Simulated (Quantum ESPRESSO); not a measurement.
# Sr2Fe2S2OF2: parallel and opposed starts, part 2 of 2

A self-consistent run ends on one state, which hangs on the start. Several orders of Sr2Fe2S2OF2 are started in Quantum ESPRESSO and their energies compared.

Quantum ESPRESSO 7.5; LDA with U = 4.5 eV on Fe d (ortho-atomic projectors); plane waves with GBRV 1.5 LDA potentials, no spin-orbit coupling.

So far: Set-up; Run 1, typed as ferro ++.

### Step 3. Start 2: antiferro +−

File pw.in:

```
&CONTROL
  calculation = 'scf'
  prefix = 'pwscf'
  outdir = './tmp'
  pseudo_dir = './pseudo'
  disk_io = 'nowf'
/
&SYSTEM
  ibrav = 0
  nat = 9
  ntyp = 6
  ecutwfc = 40
  ecutrho = 280
  nbnd = 55
  occupations = 'smearing'
  smearing = 'fd'
  degauss = 0.00367493
  nspin = 2
  starting_magnetization(1) = 0
  starting_magnetization(2) = 0.25
  starting_magnetization(3) = -0.25
  starting_magnetization(4) = 0
  starting_magnetization(5) = 0
  starting_magnetization(6) = 0
/
&ELECTRONS
  conv_thr = 1.8d-08
  electron_maxstep = 150
  mixing_beta = 0.3
/
ATOMIC_SPECIES
Sr     87.6200 sr_lda_v1.uspp.F.UPF
Fe1    55.8450 fe_lda_v1.5.uspp.F.UPF
Fe2    55.8450 fe_lda_v1.5.uspp.F.UPF
S      32.0600 s_lda_v1.4.uspp.F.UPF
O      15.9990 o_lda_v1.2.uspp.F.UPF
F      18.9984 f_lda_v1.4.uspp.F.UPF
CELL_PARAMETERS angstrom
  -2.0200000000    2.0200000000    8.9990000000
   2.0200000000   -2.0200000000    8.9990000000
   2.0200000000    2.0200000000   -8.9990000000
ATOMIC_POSITIONS crystal
Sr      0.6710000000    0.6710000000    0.0000000000
Sr      0.3290000000    0.3290000000    0.0000000000
Fe1     0.0000000000    0.5000000000    0.5000000000
Fe2     0.5000000000    0.0000000000    0.5000000000
S       0.0938100000    0.0938100000    0.0000000000
S       0.9061900000    0.9061900000    0.0000000000
O       0.5000000000    0.5000000000    0.0000000000
F       0.2500000000    0.7500000000    0.5000000000
F       0.7500000000    0.2500000000    0.5000000000
K_POINTS automatic
8 8 8 0 0 0
HUBBARD {ortho-atomic}
U Fe1-3d 4.5000
U Fe2-3d 4.5000
```

The run is started by

```bash
> OMP_NUM_THREADS=1 mpirun -n 4 pw.x -nk 4 -in pw.in > pw.out
```

What it wrote:

```text
[banner, memory and clock lines left out]
Program PWSCF v.7.5 starts

     Message from routine setup:
     using ibrav=0 with symmetry is DISCOURAGED, use correct ibrav instead

     bravais-lattice index     =            0
     lattice parameter (alat)  =      17.8419  a.u.
     unit-cell volume          =     991.1824 (a.u.)^3
     number of atoms/cell      =            9
     number of atomic types    =            6
     number of electrons       =        84.00
     number of Kohn-Sham states=           55
     kinetic-energy cutoff     =      40.0000  Ry
     charge density cutoff     =     280.0000  Ry
     scf convergence threshold =      1.8E-08
     mixing beta               =       0.3000
     number of iterations used =            8  plain     mixing
     Exchange-correlation=  SLA  PZ   NOGX NOGC
                           (   1   1   0   0   0   0   0)
     Hubbard projectors: ortho-atomic
     Hubbard parameters of DFT+U (Dudarev formulation) in eV:
     U(Fe1-3d) =  4.5000
     U(Fe2-3d) =  4.5000

     Internal variables: lda_plus_u =T, lda_plus_u_kind = 0

     Internal variables: orbital_resolved =F, hub_pot_fix =F, apply_U = F

     celldm(1)=  17.841937  celldm(2)=   0.000000  celldm(3)=   0.000000
     celldm(4)=   0.000000  celldm(5)=   0.000000  celldm(6)=   0.000000

     crystal axes: (cart. coord. in units of alat)
               a(1) = (  -0.213948   0.213948   0.953128 )
               a(2) = (   0.213948  -0.213948   0.953128 )
               a(3) = (   0.213948   0.213948  -0.953128 )

     reciprocal axes: (cart. coord. in units 2 pi/alat)
               b(1) = (  0.000000  2.337016  0.524589 )
               b(2) = (  2.337016  0.000000  0.524589 )
               b(3) = (  2.337016  2.337016  0.000000 )

     PseudoPot. # 1 for Sr read from file:
     sr_lda_v1.uspp.F.UPF
     Pseudo is Ultrasoft + core correction, Zval = 10.0

     PseudoPot. # 2 for Fe read from file:
     fe_lda_v1.5.uspp.F.UPF
     Pseudo is Ultrasoft + core correction, Zval = 16.0

     PseudoPot. # 3 for Fe read from file:
     fe_lda_v1.5.uspp.F.UPF
     Pseudo is Ultrasoft + core correction, Zval = 16.0

     PseudoPot. # 4 for S  read from file:
     s_lda_v1.4.uspp.F.UPF
     Pseudo is Ultrasoft + core correction, Zval =  6.0

     PseudoPot. # 5 for O  read from file:
     o_lda_v1.2.uspp.F.UPF
     Pseudo is Ultrasoft + core correction, Zval =  6.0

     PseudoPot. # 6 for F  read from file:
     f_lda_v1.4.uspp.F.UPF
     Pseudo is Ultrasoft, Zval =  7.0

     atomic species   valence    mass     pseudopotential
     Sr               10.00    87.62000     Sr( 1.00)
     Fe1              16.00    55.84500     Fe( 1.00)
     Fe2              16.00    55.84500     Fe( 1.00)
     S                 6.00    32.06000     S ( 1.00)
     O                 6.00    15.99900     O ( 1.00)
     F                 7.00    18.99840     F ( 1.00)

     Starting magnetic structure
     atomic species   magnetization
     Sr              0.000
     Fe1             0.250
     Fe2            -0.250
     S               0.000
     O               0.000
     F               0.000

      8 Sym. Ops., with inversion, found

   Cartesian axes

     site n.     atom                  positions (alat units)
         1        Sr     tau(   1) = (  -0.0000000   0.0000000   1.2790974  )
         2        Sr     tau(   2) = (  -0.0000000   0.0000000   0.6271581  )
         3        Fe1    tau(   3) = (   0.2139480   0.0000000   0.0000000  )
         4        Fe2    tau(   4) = (   0.0000000   0.2139480   0.0000000  )
         5        S      tau(   5) = (  -0.0000000   0.0000000   0.1788258  )
         6        S      tau(   6) = (  -0.0000000   0.0000000   1.7274297  )
         7        O      tau(   7) = (   0.0000000   0.0000000   0.9531277  )
         8        F      tau(   8) = (   0.2139480   0.0000000   0.4765639  )
         9        F      tau(   9) = (   0.0000000   0.2139480   0.4765639  )

     number of k points=    95  Fermi-Dirac smearing, width (Ry)=  0.0037
                       cart. coord. in units 2pi/alat
        k(    1) = (   0.0000000   0.0000000   0.0000000), wk =   0.0019531
        k(    2) = (   0.2921271   0.2921271   0.0000000), wk =   0.0078125
        k(    3) = (   0.5842541   0.5842541   0.0000000), wk =   0.0078125
        k(    4) = (   0.8763812   0.8763812   0.0000000), wk =   0.0078125
        k(    5) = (  -1.1685082  -1.1685082   0.0000000), wk =   0.0039062
        [... 90 further k-points ...]

     Dense  grid:    78531 G-vectors     FFT dimensions: (  96,  96,  96)

     Smooth grid:    33817 G-vectors     FFT dimensions: (  72,  72,  72)

     Check: negative core charge=   -0.000018
     Generating pointlists ...
     new r_m :   0.1079 (alat units)  1.9256 (a.u.) for type    1
     new r_m :   0.0883 (alat units)  1.5746 (a.u.) for type    2
     new r_m :   0.0883 (alat units)  1.5746 (a.u.) for type    3
     new r_m :   0.1150 (alat units)  2.0522 (a.u.) for type    4
     new r_m :   0.0883 (alat units)  1.5746 (a.u.) for type    5
     new r_m :   0.1079 (alat units)  1.9256 (a.u.) for type    6

     Initial potential from superposition of free atoms

     starting charge      81.9458, renormalised to      84.0000

     negative rho (up, down):  6.508E-02 6.508E-02

     STARTING HUBBARD OCCUPATIONS:

     =================== HUBBARD OCCUPATIONS ===================
     ------------------------ ATOM    3 ------------------------
     Tr[ns(  3)] (up, down, total) =   5.00000  0.00000  5.00000
     Atomic magnetic moment for atom   3 =   5.00000
     [... lines left out ...]
     ------------------------ ATOM    4 ------------------------
     Tr[ns(  4)] (up, down, total) =   0.00000  5.00000  5.00000
     Atomic magnetic moment for atom   4 =  -5.00000
     [... lines left out ...]
     Number of occupied Hubbard levels =   10.0000

     Atomic wfc used for Hubbard projectors are orthogonalized

     Starting wfcs are   72 randomized atomic wfcs

     Self-consistent Calculation

     iteration #  1     ecut=    40.00 Ry     beta= 0.30
     Davidson diagonalization with overlap
     ethr =  1.00E-02,  avg # of iterations =  5.5

     =================== HUBBARD OCCUPATIONS ===================
     ------------------------ ATOM    3 ------------------------
     Tr[ns(  3)] (up, down, total) =   4.95964  4.68348  9.64312
     Atomic magnetic moment for atom   3 =   0.27616
     [... lines left out ...]
     ------------------------ ATOM    4 ------------------------
     Tr[ns(  4)] (up, down, total) =   4.68360  4.95965  9.64325
     Atomic magnetic moment for atom   4 =  -0.27605
     [... lines left out ...]
     Number of occupied Hubbard levels =   19.2864

     negative rho (up, down):  6.403E-02 6.403E-02

     total energy              =    -784.88695742 Ry
     estimated scf accuracy    <      76.58207778 Ry

     total magnetization       =     0.00 Bohr mag/cell
     absolute magnetization    =     1.27 Bohr mag/cell

     iteration #  2     ecut=    40.00 Ry     beta= 0.30
     Davidson diagonalization with overlap
     ethr =  1.00E-02,  avg # of iterations =  7.6

     negative rho (up, down):  6.345E-02 6.345E-02

     total energy              =    -793.07563248 Ry
     estimated scf accuracy    <     504.13030588 Ry

     total magnetization       =     0.00 Bohr mag/cell
     absolute magnetization    =     0.17 Bohr mag/cell

     [... further iterations left out ...]

     iteration # 22     ecut=    40.00 Ry     beta= 0.30
     Davidson diagonalization with overlap
     ethr =  1.84E-10,  avg # of iterations =  2.4

     negative rho (up, down):  6.602E-02 6.602E-02

     total energy              =    -819.27860099 Ry
     estimated scf accuracy    <       0.00000006 Ry

     total magnetization       =     0.00 Bohr mag/cell
     absolute magnetization    =     7.47 Bohr mag/cell

     iteration # 23     ecut=    40.00 Ry     beta= 0.30
     Davidson diagonalization with overlap
     ethr =  7.44E-11,  avg # of iterations =  3.7

     negative rho (up, down):  6.602E-02 6.602E-02

     Magnetic moment per site  (integrated on atomic sphere of radius R)
     atom   1 (R=0.108)  charge=  7.0348  magn= -0.0000
     atom   2 (R=0.108)  charge=  7.0348  magn= -0.0000
     atom   3 (R=0.088)  charge= 13.2404  magn=  3.2897
     atom   4 (R=0.088)  charge= 13.2404  magn= -3.2897
     atom   5 (R=0.115)  charge=  4.7039  magn=  0.0000
     atom   6 (R=0.115)  charge=  4.7039  magn=  0.0000
     atom   7 (R=0.088)  charge=  5.5500  magn=  0.0000
     atom   8 (R=0.108)  charge=  7.1955  magn=  0.0000
     atom   9 (R=0.108)  charge=  7.1955  magn=  0.0000

     End of self-consistent calculation

     =================== HUBBARD OCCUPATIONS ===================
     ------------------------ ATOM    3 ------------------------
     Tr[ns(  3)] (up, down, total) =   4.90412  1.27560  6.17972
     Atomic magnetic moment for atom   3 =   3.62852
     [... lines left out ...]
     ------------------------ ATOM    4 ------------------------
     Tr[ns(  4)] (up, down, total) =   1.27562  4.90412  6.17975
     Atomic magnetic moment for atom   4 =  -3.62850
     [... lines left out ...]
     Number of occupied Hubbard levels =   12.3595

     Number of k-points >= 100: set verbosity='high' to print the bands.

     the Fermi energy is     9.5816 ev

!    total energy              =    -819.27860113 Ry
     estimated scf accuracy    <          8.3E-09 Ry
     smearing contrib. (-TS)   =      -0.00000000 Ry
     internal energy E=F+TS    =    -819.27860113 Ry

     The total energy is F=E-TS. E is the sum of the following terms:
     one-electron contribution =    -554.09063414 Ry
     hartree contribution      =     314.80600851 Ry
     xc contribution           =    -136.89769200 Ry
     ewald contribution        =    -443.24765987 Ry
     Hubbard energy            =       0.15137637 Ry

     total magnetization       =    -0.00 Bohr mag/cell
     absolute magnetization    =     7.47 Bohr mag/cell

     convergence has been achieved in  23 iterations
```

Wall time 23 min (4 MPI ranks of Arm Neoverse V2, shared host); peak memory 1.9 GiB.

Spin moment in the atom's sphere by atom:

```tsv
atom	spin moment in the atom's sphere (μB)
Sr1	0.00
Sr2	0.00
Fe3	3.29
Fe4	-3.29
S5	0.00
S6	0.00
O7	0.00
F8	0.00
F9	0.00
```

Read from the output:

- smearing term TS: 2.81e-11 eV
- magnetization: 0 μB
- absolute magnetization: 7.47 μB
- final state: antiferromagnetic

### Step 4. Ranking

An order is kept where moments of 0.15 μB or more survive with the typed signs; meshes match where a doubled cell samples the same k points as the first cell.

Orders:

```tsv
start	final state	typed order kept	energy over the lowest (meV a seeded atom)	largest site moment (μB)	net moment (μB a cell of the first run)	mesh matched	CPU time (s)
ferro ++	ferromagnetic	yes	55.79	3.324	8	yes	3335
antiferro +-	antiferromagnetic	yes	0	3.29	0	yes	5440
```

### Step 5. Occupations of the corrected shells in the lowest state

Occupations of the Hubbard shells:

```tsv
block	type	shell	spin	electrons	occupation numbers
3	Fe1	3d	up	4.904	0.972 0.977 0.980 0.985 0.990
3	Fe1	3d	down	1.276	0.041 0.047 0.109 0.144 0.936
4	Fe2	3d	up	1.276	0.041 0.047 0.109 0.144 0.936
4	Fe2	3d	down	4.904	0.972 0.977 0.980 0.985 0.990
```

### Step 6. Summary of results

```yaml
lowest_state_found: antiferromagnetic (from antiferro +-)
largest_site_moment: 3.29 μB
next_state_with_moments: ferromagnetic, 55.8 meV a seeded atom higher
```

Only these 2 starts were compared; other wavevectors, canted and longer-period orders were not.

[Logs and program files are shortened in this print: banners, set-up blocks, solver, clock and traceback lines can be left out without a mark of their own.]

[Logs are printed without paths, hosts, clocks, repeated set-up lines and the standing remarks that a program may print on its own settings, such as how far it seeks lower states.]

[Hosts, paths, dates, database ids (printed as entryN), source tags and the programs' standing remarks are cut or masked in the printed files.]

[Where a cell is said to come from a database of computed structures, the database is the Materials Project.]
